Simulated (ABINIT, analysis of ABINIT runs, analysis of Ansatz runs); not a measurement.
# Reproducing a measured charge-transition level: substitutional N in diamond (ABINIT), part 2 of 4

Aim: the charge-transition level of substitutional N in diamond, to be set beside the measurement. Set-up: PBE, JTH 2.0 PBE, 64-site cell, PBE lattice, k: the zone centre alone then 2x2x2 shifted, random start of 0.1 A, dielectric constants 5.7 and 5.7 (handbook). The model is a cell of 64 host atoms with 1 C taken out and 1 N put in. The level is the Fermi energy at which two charge states have equal formation energy, after a correction for the images of the charge. Another start tests whether the structure found is the lowest.

ABINIT 10.8.3; PBE, JTH 2.0 PBE, 64-site cell, PBE lattice, k: the zone centre alone then 2x2x2 shifted, random start of 0.1 A, dielectric constants 5.7 and 5.7 (handbook).

So far. Step 2 (Relaxation, charge +1): Among the atoms that came to bonding distance: C42–C46 1.54 Å (from 1.74); C7–C33 1.54 Å (from 1.70); C23–C20 1.54 Å (from 1.71).

## Step 3: Single point, charge +1

The relaxed structure is kept, and the final numbers are taken at the final level and k-points.

This step: ABINIT plane-wave DFT, PBE, JTH 2.0 PBE potentials; single point of a defect supercell.

Input file run.abi:

```
# substitutional N in diamond
acell 3*1.0 Angstrom
rprim
     7.140792529    0.000000000    0.000000000
     0.000000000    7.140792529    0.000000000
     0.000000000    0.000000000    7.140792529
natom 64
ntypat 2
znucl 6 7
typat 1 1 1 1 1 1 1 2 1 1 1 1 1 1 1 1 1 1 1 1 1 1 1 1 1 1 1 1 1 1 1 1 1 1 1 1 1 1 1 1 1 1 1 1 1 1 1 1 1 1 1 1 1 1 1 1 1 1 1 1 1 1 1 1
xred
     0.000294193    0.000171315    0.249929049
     0.000260417    0.249641619    0.000429704
[... 1 atom line left out ...]
     0.249093941    0.249022573    0.249250952
     0.125363423    0.125301057    0.376293994
     0.125356703    0.376061620    0.125506833
     0.376168782    0.125302813    0.125568414
     0.375196599    0.375037821    0.375272549
[... 5 atom lines left out ...]
     0.125372854    0.374019650    0.625115226
[... 6 atom lines left out ...]
     0.125415241    0.624828864    0.374331235
[... 1 atom line left out ...]
     0.374188510    0.624851434    0.125494681
[... 3 atom lines left out ...]
     0.249132915    0.501069206    0.501381404
[... 10 atom lines left out ...]
     0.624986232    0.374081740    0.125480040
[... 3 atom lines left out ...]
     0.501293296    0.248971810    0.501372680
[... 6 atom lines left out ...]
     0.501292592    0.501146757    0.249202652
[... 14 atom lines left out ...]
     0.875236552    0.875032958    0.875299888
pseudos "C.xml, N.xml"
ecut 23.0
pawecutdg 46.0
cellcharge 1
kptopt 2
ngkpt 2 2 2
nshiftk 1
shiftk 0.5 0.5 0.5
nsym 1
chkprim 0
maxnsym 12000
nband 134
occopt 3
tsmear 0.01 eV
nstep 100
diemac 4.0
tolvrs 1e-9
optforces 1
nbdbuf 2
iomode 3
prtwf 0
prteig 0
prtebands 0
prtden 1
prtvha 1
prtvpsp 1
```

Launch:

```sh
> OMP_NUM_THREADS=1 mpirun -n 4 abinit run.abi > run.log
```

Numbers of over 12 decimals in the logs are rounded to 6 here.

The program printed:

```text
Symmetries : space group P1 (#  1); Bravais aP (primitive triclinic)
================================================================================
 Values of the parameters that define the memory need of the present run
     intxc =       0    ionmov =       0      iscf =      17    lmnmax =       8
     lnmax =       4     mgfft =      60  mpssoang =       2    mqgrid =    4120
     natom =      64  nloc_mem =       2    nspden =       1   nspinor =       1
    nsppol =       1      nsym =       1    n1xccc =       1    ntypat =       2
    occopt =       3   xclevel =       2
-    mband =         134        mffmem =           1         mkmem =           1
       mpw =       12923          nfft =      216000          nkpt =           4
Pmy_natom=        16
 PAW method is used; the additional fine FFT grid is defined by:
   mgfftf=        90    nfftf =    729000
================================================================================
  Rough estimation (10% accuracy) of disk space for files :
_ WF disk file :    105.695 Mbytes ; DEN or POT disk file :      5.564 Mbytes.
================================================================================

--------------------------------------------------------------------------------
------------- Echo of variables that govern the present computation ------------
--------------------------------------------------------------------------------
-
- outvars: echo of selected default values
-   iomode0 =  0 , fftalg0 =312 , wfoptalg0 = 10
-
- outvars: echo of global parameters not present in the input file
-  max_nthreads =    1
-
 -outvars: echo values of preprocessed input variables --------
-          iomode           3
            acell      1.8897261259E+00  1.8897261259E+00  1.8897261259E+00 Bohr
              amu      1.20110000E+01  1.40067400E+01
       cellcharge      1.00000000E+00
          chkprim           0
           diemac      4.00000000E+00
             ecut      2.30000000E+01 Hartree
-          fftalg         312
              ixc     -101130
              kpt      2.50000000E-01  2.50000000E-01  2.50000000E-01
                      -2.50000000E-01  2.50000000E-01  2.50000000E-01
                       2.50000000E-01 -2.50000000E-01  2.50000000E-01
                      -2.50000000E-01 -2.50000000E-01  2.50000000E-01
           kptopt           2
         kptrlatt        2    0    0      0    2    0      0    0    2
          kptrlen      2.69882844E+01
          maxnsym    ***
            natom          64
            nband         134
           nbdbuf           2
            ngfft          60      60      60
          ngfftdg          90      90      90
             nkpt           4
            nstep         100
             nsym           1
           ntypat           2
              occ      2.000000  2.000000  2.000000  2.000000  2.000000  2.000000
                       2.000000  2.000000  2.000000  2.000000  2.000000  2.000000
                       2.000000  2.000000  2.000000  2.000000  2.000000  2.000000
                       2.000000  2.000000  2.000000  2.000000  2.000000  2.000000
                       2.000000  2.000000  2.000000  2.000000  2.000000  2.000000
                       2.000000  2.000000  2.000000  2.000000  2.000000  2.000000
                       2.000000  2.000000  2.000000  2.000000  2.000000  2.000000
                       2.000000  2.000000  2.000000  2.000000  2.000000  2.000000
                       2.000000  2.000000  2.000000  2.000000  2.000000  2.000000
                       2.000000  2.000000  2.000000  2.000000  2.000000  2.000000
                       2.000000  2.000000  2.000000  2.000000  2.000000  2.000000
[...]
0.000000  0.000000
[...]
0.000000  0.000000
[...]
0.000000  0.000000
[...]
0.000000  0.000000
           occopt           3
        optforces           1
        pawecutdg      4.60000000E+01 Hartree
        prtebands           0
           prteig           0
           prtvha           1
          prtvpsp           1
            prtwf           0
            rprim      7.1407925290E+00  0.0000000000E+00  0.0000000000E+00
                       0.0000000000E+00  7.1407925290E+00  0.0000000000E+00
                       0.0000000000E+00  0.0000000000E+00  7.1407925290E+00
           shiftk      5.00000000E-01  5.00000000E-01  5.00000000E-01
          spgroup           1
           tolvrs      1.00000000E-09
           tsmear      3.67493222E-04 Hartree
            typat      1  1  1  1  1  1  1  2  1  1  1  1  1  1  1  1  1  1  1  1
                       1  1  1  1  1  1  1  1  1  1  1  1  1  1  1  1  1  1  1  1
                       1  1  1  1  1  1  1  1  1  1  1  1  1  1  1  1  1  1  1  1
                       1  1  1  1
           useylm           1
              wtk        0.25000    0.25000    0.25000    0.25000
           xangst      2.1007711765E-03  1.2233248721E-03  1.7846914859E+00
                       1.8595837680E-03  1.7826390079E+00  3.0684271129E-03
                       1.7838837051E+00  1.6307213675E-03  3.4149126480E-03
[...]
2.00000    2.00000    2.00000    2.00000    2.00000    2.00000    2.00000    2.00000
   2.00000    2.00000    2.00000    2.00000    2.00000    2.00000    2.00000    2.00000
   2.00000    2.00000    2.00000    2.00000    2.00000    2.00000    2.00000    2.00000
[...]
prteigrs : prtvol=0 or 1, do not print more k-points.

 Calculation was performed for a charged system with PBC
 You may consider including the monopole correction to the total energy
 The correction is to be divided by the dielectric constant

iteration_state     : {dtset: 1, }
comment             : Components of total free energy in Hartree
kinetic             :  2.22645897818472E+02
hartree             :  3.19358242086824E+01
xc                  : -1.38942348809548E+02
Ewald energy        : -4.12114308144793E+02
psp_core            :  2.91468220161740E+01
local_psp           : -1.53960704213551E+02
PAW spherical_terms :  4.91335789129896E+01
internal            : -3.72155238211573E+02
'-kT*entropy'       :  4.00942737519667E-15
total_energy        : -3.72155238211573E+02
total_energy_eV     : -1.01268599304402E+04
monopole_correction :  1.05130709201919E-01
monopole_correction_eV:  2.86075233440732E+00

iteration_state     : {dtset: 1, }
comment             : '"Double-counting" decomposition of free energy'
band_energy         :  1.11076087952678E+01
Ewald energy        : -4.12114308144793E+02
psp_core            :  2.91468220161740E+01
xc_dc               : -2.63403893872658E+01
PAW spherical_terms :  2.60450278624918E+01
internal            : -3.72155238858125E+02
'-kT*entropy'       :  4.00942737519667E-15
total_energy_dc     : -3.72155238858125E+02
total_energy_dc_eV  : -1.01268599480338E+04

iteration_state     : {dtset: 1, }
comment             : 'Components of total free energy, including PAW core contributions'
Total energy        : -2.45537201466398E+03
Total energy DC     : -2.45537201531053E+03
Total energy (eV)   : -6.68140762685941E+04
Total energy DC (eV): -6.68140762861877E+04

 Cartesian components of stress tensor (hartree/bohr^3)
  sigma(1 1)=  2.37588033E-04  sigma(3 2)=  5.59092497E-08
  sigma(2 2)=  2.37607078E-04  sigma(3 1)=  3.89646479E-10
  sigma(3 3)=  2.37564368E-04  sigma(2 1)= -8.09867248E-09

-Cartesian components of stress tensor (GPa)         [Pressure= -6.9900E+00 GPa]
- sigma(1 1)=  6.99008125E+00  sigma(3 2)=  1.64490692E-03
- sigma(2 2)=  6.99064157E+00  sigma(3 1)=  1.14637952E-05
- sigma(3 3)=  6.98938500E+00  sigma(2 1)= -2.38271171E-04

== END DATASET(S) ==============================================================
================================================================================

 -outvars: echo values of variables after computation  --------
-          iomode           3
            acell      1.8897261259E+00  1.8897261259E+00  1.8897261259E+00 Bohr
              amu      1.20110000E+01  1.40067400E+01
       cellcharge      1.00000000E+00
          chkprim           0
           diemac      4.00000000E+00
             ecut      2.30000000E+01 Hartree
           etotal     -3.7215523886E+02
            fcart     -1.1997744261E-04 -1.6113303825E-04 -9.3571867591E-05
[...]
-          fftalg         312
              ixc     -101130
              kpt      2.50000000E-01  2.50000000E-01  2.50000000E-01
[...]
kptopt           2
         kptrlatt        2    0    0      0    2    0      0    0    2
          kptrlen      2.69882844E+01
          maxnsym    ***
            natom          64
            nband         134
           nbdbuf           2
            ngfft          60      60      60
          ngfftdg          90      90      90
             nkpt           4
            nstep         100
             nsym           1
           ntypat           2
              occ      2.000000  2.000000  2.000000  2.000000  2.000000  2.000000
[...]
0.000000  0.000000
[...]
0.000000  0.000000
[...]
0.000000  0.000000
[...]
2.000000  2.000000  2.000000  2.000000  2.000000  2.000000
                       2.000000  2.000000  2.000000  2.000000  2.000000  2.000000
                       2.000000  2.000000  2.000000  2.000000  2.000000  2.000000
                       2.000000  2.000000  2.000000  2.000000  2.000000  2.000000
                       2.000000  2.000000  0.000000  0.000000  0.000000  0.000000
                       0.000000  0.000000
           occopt           3
        optforces           1
        pawecutdg      4.60000000E+01 Hartree
        prtebands           0
           prteig           0
           prtvha           1
          prtvpsp           1
            prtwf           0
            rprim      7.1407925290E+00  0.0000000000E+00  0.0000000000E+00
[...]
shiftk      5.00000000E-01  5.00000000E-01  5.00000000E-01
          spgroup           1
           strten      2.3758803271E-04  2.3760707751E-04  2.3756436754E-04
[...]
tolvrs      1.00000000E-09
           tsmear      3.67493222E-04 Hartree
            typat      1  1  1  1  1  1  1  2  1  1  1  1  1  1  1  1  1  1  1  1
                       1  1  1  1  1  1  1  1  1  1  1  1  1  1  1  1  1  1  1  1
                       1  1  1  1  1  1  1  1  1  1  1  1  1  1  1  1  1  1  1  1
                       1  1  1  1
           useylm           1
              wtk        0.25000    0.25000    0.25000    0.25000
           xangst      2.1007711765E-03  1.2233248721E-03  1.7846914859E+00
[...]
xcart      3.9698821768E-03  2.3117489713E-03  3.3725781276E+00
[...]
xred      2.9419300000E-04  1.7131500000E-04  2.4992904900E-01
[...]
7.5032337400E-01  7.5012160800E-01  7.5037526000E-01
                       6.2530246000E-01  6.2517991700E-01  8.7530610000E-01
                       6.2532271800E-01  8.7500158000E-01  6.2539206100E-01
                       8.7523063500E-01  6.2512843800E-01  6.2542175500E-01
                       8.7523655200E-01  8.7503295800E-01  8.7529988800E-01
            znucl        6.00000    7.00000

================================================================================
[key lines of the parts left out:]
pressure_GPa:  -6.9900E+00
```

Wall time 7.8 min (4 MPI ranks of Intel Xeon Platinum 8375C at 2.90GHz (Ice Lake), shared host); peak memory 1.3 GiB; 31 min of CPU time.

(Part 2 of 4 ends here.)

[Logs are printed without paths, hosts, clocks, repeated set-up lines and the standing remarks that a program may print on its own settings, such as how far it seeks lower states.]

[Hosts, paths, dates, database ids (printed as entryN), source tags and the programs' standing remarks are cut or masked in the printed files.]

[For some hosts the program warned that the k-mesh of the response run may be too coarse for force constants and the static dielectric constant; such warnings are not shown here.]
